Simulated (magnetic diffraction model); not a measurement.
# LaErFeAu: what an assumed order does to the neutron pattern

Space group Pmc2_1 (no. 26), a = 4.6870 Å, b = 5.6410 Å, c = 7.0710 Å.

```csv
site,atom,x,y,z
2a,Au,0,0.9075,0.0427
2b,Er,1/2,0.1331,0.8121
2a,La,0,0.3999,0.1812
2b,Fe,1/2,0.5966,0.9581
```

This is a made-up structure (elements placed in a structure type, unrelaxed), so the numbers test the method and describe no known phase.

Only Er and Fe are taken to order (form factors of Er3+ and Fe2+); orders and moment sizes are assumed, and not adapted to the symmetry. Radiation: neutrons of λ = 2.52 Å, 8° to 65°; isotropic B of 0.47 Å² (Au), 0.37 Å² (Er), 0.41 Å² (La) and 0.63 Å² (Fe). The intensities are simulated: I ∝ L Σ (|F_N|² + |F_M⊥|²) for unpolarised neutrons, with F_M = 2.695 fm/μB × Σ f(s) S exp(2πi Q·r) exp(−B s²) at Q = H ± k (one set where k and −k are equivalent), only the part normal to Q counting and L = 1/(sin²θ cos θ). For collinear order S is the moment m, which repeats by lattice and centring translations R with the sign exp(−2πi k·R). Form factors are spin-only for 3d ions and dipole or tabulated for f ions, scattering lengths are Sears's of 1992, and absorption is left out. A label names one of the reflections at its angle. The strongest nuclear line in the range is 100, and lines under 0.2 are left out.

Assume the order k = (1/2 0 1/2), collinear moments along [110], 6.6 μB on Er and 1.31 μB on Fe; signs + at (1/2, 0.1331, 0.8121), − at (1/2, 0.8669, 0.3121), + at (1/2, 0.5966, 0.9581), − at (1/2, 0.4034, 0.4581).

Predict the pattern, nuclear and magnetic parts apart.

```csv
2θ (°),index,nuclear,magnetic
18.56,(1/2 0 1/2),0.0,160.3
25.81,(0 1 0),2.2,0.0
31.19,(1 0 0),0.3,0.0
31.98,(1/2 1 1/2),0.0,39.1
33.21,(0 1 1),8.7,0.0
34.82,(1/2 0 3/2),0.0,45.3
40.91,(1 1 0),1.1,0.0
41.76,(0 0 2),1.6,0.0
43.85,(1/2 1 -3/2),0.0,39.4
46.20,(1 1 1),20.1,0.0
48.78,(3/2 0 1/2),0.0,18.0
49.74,(0 1 2),0.5,0.0
53.03,(1 0 2),61.8,0.0
53.07,(0 2 0),4.8,0.0
55.46,(1/2 0 5/2),0.0,13.4
56.00,(3/2 1 1/2),0.0,14.1
56.71,(1/2 2 1/2),0.0,18.5
57.50,(0 2 1),44.4,0.0
57.87,(3/2 0 3/2),0.0,12.1
59.89,(1 1 2),100.0,0.0
62.15,(1/2 1 5/2),0.0,28.3
62.85,(1 2 0),1.1,0.0
64.40,(3/2 1 -3/2),0.0,16.0
```

The strongest magnetic line in the range is (1/2 0 1/2) at 18.56° (160.3). On top of the Lorentz factor, which all lines share, magnetic lines fade with angle because f falls: for Er3+ it is 0.96, 0.86, 0.73 and 0.47 at sin θ/λ = 0.1, 0.2, 0.3 and 0.5 Å⁻¹, while nuclear lengths stay constant. The order has no net moment.

[Logs are printed without paths, hosts, clocks, repeated set-up lines and the standing remarks that a program may print on its own settings, such as how far it seeks lower states.]
